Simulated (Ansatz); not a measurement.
# Ga2O3 (C2/m): the r2SCAN gap against the k mesh of the density

Aim: see how gap, energy and time of Ga2O3 (C2/m) follow the k mesh of the density.

Main program and level: Ansatz 0.2.0; DFT, r2SCAN, plane waves, PAW.

### Step 1. The structure

It takes space group C2/m (No. 12, monoclinic). The conventional cell has a = 12.214 Å, b = 3.037 Å, c = 5.798 Å, α = 90.00°, β = 103.83°, γ = 90.00°. Ga has 4 O at 1.83 to 1.86 Å nearest. Ga has 6 O at 1.94 to 2.07 Å nearest. Nearest to O lie 3 Ga at 1.83 to 1.94 Å. Nearest to O lie 4 Ga at 1.86 to 2.07 Å. Nearest to O lie 3 Ga at 1.83 to 1.94 Å. Farther neighbours and most contacts between anions are not listed.

The cell and positions come from the Crystallography Open Database and are kept as given unless a step says otherwise. The default PAW set here is soft_2. Its files were made with PBE.

### Step 2. k mesh of the density: 2×2×2

input.yaml

```yaml
crystal:
  lattice:
    - [6.107, -1.51855, 0.0]
    - [6.107, 1.51855, 0.0]
    - [-1.3859888959, 0.0, 5.630008738]
  atoms:
    - { symbol: Ga, position: [0.0905, 0.0905, 0.7946] }
    - { symbol: Ga, position: [0.9095, 0.9095, 0.2054] }
    - { symbol: Ga, position: [0.65866, 0.65866, 0.31402] }
    - { symbol: Ga, position: [0.34134, 0.34134, 0.68598] }
    - { symbol: O, position: [0.1645, 0.1645, 0.1098] }
    - { symbol: O, position: [0.8355, 0.8355, 0.8902] }
    - { symbol: O, position: [0.1733, 0.1733, 0.5632] }
    - { symbol: O, position: [0.8267, 0.8267, 0.4368] }
    - { symbol: O, position: [0.4959, 0.4959, 0.2566] }
    - { symbol: O, position: [0.5041, 0.5041, 0.7434] }
kpoints:
  mp_grid: { grid: [2, 2, 2] }
  band_path:
    path:
      - [0.0, 0.0, 0.0]
      - [-0.2663944, 0.2663944, 0.0]
      - [-0.7336056, -0.2663944, 0.0]
      - [-0.5, -0.5, 0.0]
      - [-0.5, -0.5, 0.5]
      - [-0.74186107, -0.25813893, 0.5]
      - [-0.25813893, 0.25813893, 0.5]
      - [0.0, 0.0, 0.5]
      - [-0.548372214, -0.451627786, 0.5]
    npoints: 1
hamiltonian:
  xc: r2scan
scf:
  occupations: { method: fixed }
  n_extra_bands: 7
output:
  eigenvalues: true
  forces: true
  stress: true
```

Started as:

```bash
> ansatz run input.yaml --threads 3 --pin off --max-ram 92160MiB --backend cuda --events-out ev --progress --plain --runs-dir out --devices 1 --max-vram 13GiB
```

Numbers of over 12 decimals in the logs are rounded to 6 here.

Log:

```text
basis.fft_grid_basis auto: the FFT boxes are laid along the combinations [[1, -1, 0], [0, 1, 0], [0, 0, 1]] of the cell's own vectors, 3.037, 6.293 and 5.798 Å long. The dense box has 24×48×45 points. Along the cell's own vectors, as sized, it would have 48×48×45, 2.00 times as many. Of the 4 symmetry operations that the crystal satisfies within crystal.symmetry.tolerance (time reversal apart; of a slab, those that k [...]
scf.n_extra_bands = 7 over 44 filled bands (N_el = 88.0): the run solves 51 bands
GPUs: using 1 of 1 available (devices: 1).
Engine: ansatz 0.2.0, x86_64-unknown-linux-gnu
Pseudopotentials: kind: paw
Pseudopotential: Ga, paw, valence charge 13, recommended cutoff 500 eV (meta_gga), Ga.paw.azcp
Pseudopotential: O, paw, valence charge 6, recommended cutoff 500 eV (meta_gga), O.paw.azcp
Functional definition: r2SCAN
  parameter k0 = 0.174
  parameter k1 = 0.065
  parameter a1 = 4.9479
  exchange = r2scan_x(k0 = k0, k1 = k1, a1 = a1)
  correlation = r2scan_c
device memory: the entry about to start is reckoned to put 3.7 GiB on a device that reports 34.8 GiB free (of which the cap on the GPU budget leaves the run 13.0 GiB)
GPU FFT provider: cuFFT
GPU libraries: cuBLAS 13.8.2, cuFFT 12.4.0, cuSOLVER 12.3.4
Crystal: 10 atoms, lattice volume = 104.423 Å³
Basis set: ecut = 500 eV, 2661 PW (Γ), FFT grids on a1−a2, a2, a3, exchange–correlation on 96×192×180 points (64 copies of the dense FFT grid, shifted against one another)
Bands: 51, of which v1, the nominal top of the filled ones, is band 44 counted from 1 (43 counted from 0)
Symmetry: 4 space group operations
Space group: C2/m (ITA 12), of the structure as read, at distance tolerance 4.7e-5 Å
k-points: 6 of 8
Non-local potential: Ga, projectors of the file, l = 0: 2, l = 1: 2, l = 2: 3, l = 3: 1
Non-local potential: O, projectors of the file, l = 0: 2, l = 1: 2, l = 2: 1
PAW form: soft (Blöchl's): semilocal exchange-correlation on the pseudo side does not see the compensation charge
PAW frozen core: Ga, regenerated for the run's functional (the file was generated under x = pbe(κ = 0.804, μ = 0.219515), c = pbe(β = 0.066725))
PAW frozen core: O, regenerated for the run's functional (the file was generated under x = pbe(κ = 0.804, μ = 0.219515), c = pbe(β = 0.066725))
PAW one-centre angular grid: Ga, 590 points (default); XC on 160 Gauss nodes
PAW one-centre angular grid: O, 302 points (default); XC on 160 Gauss nodes
Initial density: superposition of atomic densities (neutral atoms: chi_scale 0, normalization atom), corrected by the library's trained network
Initial wavefunctions: pseudopotential atomic-orbital guess
GPU buffer pool allocated for 51840 grid points (all kernels)
GPU transforms: local potential: pruned to the plane-wave sphere, on 24×45×45; band sums: pruned to the plane-wave sphere, on 24×48×45
Functional: x = r2scan, c = r2scan; τ floored in thin density (d = 2e-4 eV/Å³)
SCF iter   1: F=—  HF=-18576.824688 eV  |F-HF|=—  |Δ(HF+E_count)|=         —  Δρ=1.74e-2  dr2=1.69e-1  dr2_τ=4.54e-1  ethr=1.77e-3  ⟨swp⟩=4.8  Hψ=959  notcnv=0  defer=30
preconditioner: auto → Resta (q_TF=auto, 2.652 Å⁻¹)  ε∞=4.7  [insulator: Δε(μ)=3.110 eV  Ē_g=17.739 eV  n_scr=34 (ndim 8)  ℏωp=34.1 eV  f_vac=0.015  ε∞_Penn≈4.7]
SCF iter   2: F=—  HF=-18576.986368 eV  |F-HF|=—  |Δ(HF+E_count)|=   1.62e-1  Δρ=8.48e-3  dr2=3.84e-2  dr2_τ=2.36e-3  ethr=1.92e-4  ⟨swp⟩=2.0  Hψ=630  notcnv=0  defer=30
SCF iter   3: F=—  HF=-18576.987043 eV  |F-HF|=—  |Δ(HF+E_count)|=   6.75e-4  Δρ=3.61e-3  dr2=4.90e-3  dr2_τ=3.73e-4  ethr=4.37e-5  ⟨swp⟩=3.0  Hψ=550  notcnv=0  defer=30
SCF iter   4: F=—  HF=-18576.986324 eV  |F-HF|=—  |Δ(HF+E_count)|=   7.18e-4  Δρ=6.63e-4  dr2=3.91e-4  dr2_τ=9.14e-5  ethr=5.57e-6  ⟨swp⟩=2.0  Hψ=535  notcnv=0  defer=30
SCF iter   5: F=—  HF=-18576.986329 eV  |F-HF|=—  |Δ(HF+E_count)|=   4.68e-6  Δρ=2.25e-4  dr2=3.08e-5  dr2_τ=3.43e-6  ethr=4.45e-7  ⟨swp⟩=2.0  Hψ=519  notcnv=0  defer=29
SCF iter   6: F=—  HF=-18576.986562 eV  |F-HF|=—  |Δ(HF+E_count)|=   2.33e-4  Δρ=6.58e-5  dr2=3.23e-6  dr2_τ=4.98e-7  ethr=3.50e-8  ⟨swp⟩=2.0  Hψ=559  notcnv=0  defer=14
SCF iter   7: F=—  HF=-18576.986561 eV  |F-HF|=—  |Δ(HF+E_count)|=   8.14e-7  Δρ=1.78e-5  dr2=2.38e-7  dr2_τ=2.40e-8  ethr=3.67e-9  ⟨swp⟩=2.0  Hψ=545  notcnv=0  defer=14
SCF iter   8: F=-18576.986562 eV  HF=-18576.986562 eV  |F-HF|=9.42e-10  |Δ(HF+E_count)|=   2.08e-7  Δρ=5.73e-6  dr2=2.97e-8  dr2_τ=1.77e-9  ethr=1.14e-10  ⟨swp⟩=11.5  Hψ=1429  notcnv=0
SCF 1 converged in 8 iterations: F = -18576.986562 eV  dr2 = 2.97e-8
[...]
device memory: the entry about to start is reckoned to put 2.2 GiB on a device that reports 41.7 GiB free (of which the cap on the GPU budget leaves the run 13.0 GiB)
NSCF: frozen V_eff on 9 k-points
SCF converged after 8 iterations
Free energy (F): -18576.986562 eV
Harris-Foulkes:  -18576.986562 eV  (|F-HF|=9.42e-10)
Internal energy: -18576.986562 eV  (E = F + TS)
E sigma→0 (E₀):  -18576.986562 eV
Fermi energy:    7.835169 eV
--- Per-component energies (eV) ---
  E_band       = -148.317190
  E_kinetic    = 1527.601946
  E_local      = -9109.868803  (includes V_loc(G=0)·N_el)
  E_nonlocal   = 2031.027645
  E_hartree    = 4104.751917
  E_xc         = -683.964621
  E_vxc        = -863.167184  (∫ρ·V_xc dr)
  E_paw        = -9018.963189  (= ΣΔE_a)
  E_vpaw       = -1995.094379  (= ΣTr[D̂ρ^β])
  E_aug_tail   = 0.006056  (compensation charges beyond the density's cutoff)
  E_vtau       = 51.672887  (kinetic-family band-sum trace: ∫τ·v_τ [+ j·A + Jᵃ·Aᵃ] dr)
  E_ewald      = -7424.773589
  E_core_change = -2.803925  (= ΣΔE_core)
  E_smearing   = -0.000000  (= −TS)
  E_closure    = -0.000000  (closes the sum)
  Σ components = -18576.986562   (vs F -18576.986562, Δ=0.00e0)
--- Forces (eV/Å), atoms counted from 1 ---
  atom   1  Ga     0.18550569    -0.00000000     0.11242955
  atom   2  Ga    -0.18550569     0.00000000    -0.11242955
  atom   3  Ga    -0.00411492    -0.00000000     0.03699864
  atom   4  Ga     0.00411492     0.00000000    -0.03699864
  atom   5  O     -0.05498834     0.00000000    -0.18469312
  atom   6  O      0.05498834    -0.00000000     0.18469312
  atom   7  O      0.06429503    -0.00000000     0.11259949
  atom   8  O     -0.06429503     0.00000000    -0.11259949
  atom   9  O      0.21949370     0.00000000    -0.01139135
  atom  10  O     -0.21949370    -0.00000000     0.01139135
  max |Σ_I F_I| component: 4.34e-17 eV/Å
--- Stress (GPa, compression-positive) ---
       -1.402816       0.000000      -0.594241
        0.000000       7.095481      -0.000000
       -0.594230      -0.000000       0.589313
  P = ⅓ Tr σ = 2.0940 GPa (20.940 kbar)
--- Band table (eV; the first three rows and the last of 6) ---
  k-point 0: bands = [... 40 lower, 7.1828, 7.3607, 7.5657, 7.8172, 10.8894, 14.2658, 15.2621, 15.4131, ... 3 higher]
  k-point 1: bands = [... 40 lower, 7.1798, 7.2180, 7.3762, 7.5379, 13.2915, 13.4063, 15.3561, 15.8676, ... 3 higher]
  k-point 2: bands = [... 40 lower, 7.0954, 7.1210, 7.3875, 7.6723, 14.2162, 15.1740, 15.8922, 16.1505, ... 3 higher]
  k-point 5: bands = [... 40 lower, 7.2187, 7.2444, 7.2582, 7.8352, 13.7327, 13.8455, 14.8553, 15.1720, ... 3 higher]
```

It took 11 s on 1 × NVIDIA H100 80GB HBM3 (shared by 6 runs) with 3 threads of AMD EPYC 7R13 (Zen 3), shared host; peak memory 1.1 GiB.

This step gave:

```yaml
pressure: 2.094 GPa
gap: 3.038 eV
valence_top_at: k = (-0.548, -0.452, 0.500)
conduction_bottom_at: Γ
least_direct_gap: 3.072 eV
```

The gap is indirect, with the least direct gap 0.03 eV higher.

### Step 3. k mesh of the density: 4×4×2

Edit input.yaml of step 2 so:

```diff
@@ -17,3 +17,3 @@
 kpoints:
-  mp_grid: { grid: [2, 2, 2] }
+  mp_grid: { grid: [4, 4, 2] }
   band_path:
```

Log:

```text
[...]
GPUs: using 1 of 1 available (devices: 1).
[...]
GPU FFT provider: cuFFT
GPU libraries: cuBLAS 13.8.2, cuFFT 12.4.0, cuSOLVER 12.3.4
Crystal: 10 atoms, lattice volume = 104.423 Å³
Basis set: ecut = 500 eV, 2661 PW (Γ), FFT grids on a1−a2, a2, a3, exchange–correlation on 96×192×180 points (64 copies of the dense FFT grid, shifted against one another)
[...]
k-point 0: bands = [... 40 lower, 7.1263, 7.2989, 7.4982, 7.7495, 10.8626, 14.2353, 15.2397, 15.3842, ... 3 higher]
  k-point 1: bands = [... 40 lower, 7.1166, 7.1609, 7.3055, 7.4687, 13.2556, 13.3663, 15.3186, 15.8382, ... 3 higher]
  k-point 2: bands = [... 40 lower, 6.7306, 7.0282, 7.2412, 7.7134, 13.2210, 14.8476, 15.6088, 16.6584, ... 3 higher]
  k-point 13: bands = [... 40 lower, 7.1593, 7.1820, 7.1915, 7.7667, 13.6966, 13.8087, 14.8186, 15.1362, ... 3 higher]
[key lines of the parts left out:]
SCF converged after 8 iterations
Free energy (F): -18577.799892 eV
Fermi energy:    7.766684 eV
P = ⅓ Tr σ = 1.2536 GPa (12.536 kbar)
```

Run time: 13 s. Hardware: 1 × NVIDIA H100 80GB HBM3 (shared by 6 runs) with 3 threads; peak memory 1.1 GiB.

Numbers from this step:

* pressure: 1.254 GPa
* gap: 3.081 eV
* valence top at: k = (-0.548, -0.452, 0.500)
* conduction bottom at: Γ
* least direct gap: 3.113 eV

The gap is 3.081 eV, +0.043 eV from the run before at this level.

### Step 4. k mesh of the density: 8×8×4 (the default)

input.yaml, the sections that differ from step 3:

```yaml
kpoints:
  mp_grid: { grid: [8, 8, 4] }
  band_path:
    path:
      - [[0.0, 0.0, 0.0], [-0.2663944, 0.2663944, 0.0]]
      - [[-0.7336056, -0.2663944, 0.0], [-0.5, -0.5, 0.0], [0.0, 0.0, 0.0], [-0.5, -0.5, 0.5], [-0.74186107, -0.25813893, 0.5]]
      - [[-0.25813893, 0.25813893, 0.5], [0.0, 0.0, 0.5], [0.0, 0.0, 0.0]]
      - [[-0.5, 0.0, 0.5], [0.0, 0.0, 0.0], [-0.5, 0.0, 0.0]]
    npoints: 10
scf:
  occupations: { method: fermi_dirac, width: 0.02 }
  n_extra_bands: 7
output:
  eigenvalues: true
  forces: true
  stress: true
  write_density: true
  write_potential: true
  elf: true
  volumetric_format: npy
# crystal, hamiltonian: as in step 3
```

Log:

```text
[...]
GPUs: using 1 of 1 available (devices: 1).
[...]
GPU FFT provider: cuFFT
GPU libraries: cuBLAS 13.8.2, cuFFT 12.4.0, cuSOLVER 12.3.4
Crystal: 10 atoms, lattice volume = 104.423 Å³
Basis set: ecut = 500 eV, 2661 PW (Γ), FFT grids on a1−a2, a2, a3, exchange–correlation on 96×192×180 points (64 copies of the dense FFT grid, shifted against one another)
[...]
k-point 0: bands = [... 40 lower, 7.1188, 7.2925, 7.4917, 7.7446, 10.8600, 14.2332, 15.2379, 15.3811, ... 3 higher]
  k-point 1: bands = [... 40 lower, 7.1380, 7.2284, 7.2953, 7.5077, 11.7641, 14.3914, 15.1070, 15.4712, ... 3 higher]
  k-point 2: bands = [... 40 lower, 7.1117, 7.1538, 7.2979, 7.4616, 13.2521, 13.3628, 15.3152, 15.8351, ... 3 higher]
  k-point 77: bands = [... 40 lower, 7.1536, 7.1763, 7.1838, 7.7603, 13.6931, 13.8059, 14.8149, 15.1321, ... 3 higher]
[key lines of the parts left out:]
SCF converged after 8 iterations
Free energy (F): -18577.838629 eV
Fermi energy:    9.334995 eV
P = ⅓ Tr σ = 1.2572 GPa (12.572 kbar)
```

The job ended after 28 s (1 × NVIDIA H100 80GB HBM3 (shared by 6 runs) with 3 threads; peak memory 1.2 GiB).

Numbers from this step:

```
pressure             : 1.257 GPa
gap                  : 3.085 eV
valence top at       : k = (-0.548, -0.452, 0.500)
conduction bottom at : Γ
least direct gap     : 3.115 eV
```

The gap is 3.085 eV, +0.004 eV from the run before at this level.

### Step 5. k mesh of the density: 12×12×6

input.yaml, the sections that differ from step 4:

```yaml
kpoints:
  mp_grid: { grid: [12, 12, 6] }
  band_path:
    path:
      - [0.0, 0.0, 0.0]
      - [-0.2663944, 0.2663944, 0.0]
      - [-0.7336056, -0.2663944, 0.0]
      - [-0.5, -0.5, 0.0]
      - [-0.5, -0.5, 0.5]
      - [-0.74186107, -0.25813893, 0.5]
      - [-0.25813893, 0.25813893, 0.5]
      - [0.0, 0.0, 0.5]
      - [-0.548372214, -0.451627786, 0.5]
    npoints: 1
scf:
  occupations: { method: fixed }
  n_extra_bands: 7
output:
  eigenvalues: true
  forces: true
  stress: true
# crystal, hamiltonian: as in step 4
```

Log:

```text
[...]
GPUs: using 1 of 1 available (devices: 1).
[...]
GPU FFT provider: cuFFT
GPU libraries: cuBLAS 13.8.2, cuFFT 12.4.0, cuSOLVER 12.3.4
Crystal: 10 atoms, lattice volume = 104.423 Å³
Basis set: ecut = 500 eV, 2661 PW (Γ), FFT grids on a1−a2, a2, a3, exchange–correlation on 96×192×180 points (64 copies of the dense FFT grid, shifted against one another)
[...]
k-point 0: bands = [... 40 lower, 7.1187, 7.2925, 7.4917, 7.7446, 10.8600, 14.2332, 15.2379, 15.3811, ... 3 higher]
  k-point 1: bands = [... 40 lower, 7.1352, 7.1797, 7.4266, 7.5387, 11.3148, 14.3616, 15.1917, 15.3978, ... 3 higher]
  k-point 2: bands = [... 40 lower, 7.1463, 7.1982, 7.2662, 7.4865, 12.2693, 14.1849, 15.1472, 15.5936, ... 3 higher]
  k-point 241: bands = [... 40 lower, 7.1536, 7.1763, 7.1838, 7.7603, 13.6930, 13.8059, 14.8149, 15.1321, ... 3 higher]
[key lines of the parts left out:]
SCF converged after 8 iterations
Free energy (F): -18577.838759 eV
Fermi energy:    7.772082 eV
P = ⅓ Tr σ = 1.2579 GPa (12.579 kbar)
```

Wall time 64 s (1 × NVIDIA H100 80GB HBM3 (shared by 6 runs) with 3 threads); peak memory 1.1 GiB.

Numbers from this step:

```yaml
pressure: 1.258 GPa
gap: 3.085 eV
valence_top_at: k = (-0.548, -0.452, 0.500)
conduction_bottom_at: Γ
least_direct_gap: 3.115 eV
```

The gap is 3.085 eV, as in the run before at this level.

### Step 6. The series

Differences are against the last row; a negative gap means that bands overlap, and a run with a band path holds that path's time. Times are wall times on 1 × NVIDIA H100 80GB HBM3 (shared by 6 runs) with 3 threads of AMD EPYC 7R13 (Zen 3), shared host, good to a factor of about two.

```csv
k mesh of the density,gap (eV),direct gap (eV),gap error (eV),energy error (meV/atom),irreducible k,time
2×2×2,3.038,3.072,−0.047,+85.2,6,11 s
4×4×2,3.081,3.113,−0.004,+3.9,14,13 s
8×8×4,3.085,3.115,+0.000,+0.0,78,28 s
12×12×6,3.085,3.115,+0.000,+0.0,242,64 s
```

### Step 7. What came out

```
2×2×2   : 3.038 eV
4×4×2   : 3.081 eV
8×8×4   : 3.085 eV
12×12×6 : 3.085 eV
```

The gap holds to 0.02 eV from 4×4×2 on. At 2×2×2 the gap is off by −0.047 eV and the energy by +85 meV/atom. The gap is read over the mesh and added points near the edges, so meshes differ mainly through the density and, for a hybrid, the exchange operator.

[Paths, hosts, dates, memory and timing lines, banners, echoed tables and standing remarks are left out of the program output.]

[Logs are printed without paths, hosts, clocks, repeated set-up lines and the standing remarks that a program may print on its own settings, such as how far it seeks lower states.]

[Runs of the session that timed out or met a known fault of the program may be left out.]

[Cells called generated may have been cut or substituted from an entry of the Crystallography Open Database or the Materials Project.]

[Hosts, paths, dates, database ids (printed as entryN), source tags and the programs' standing remarks are cut or masked in the printed files.]
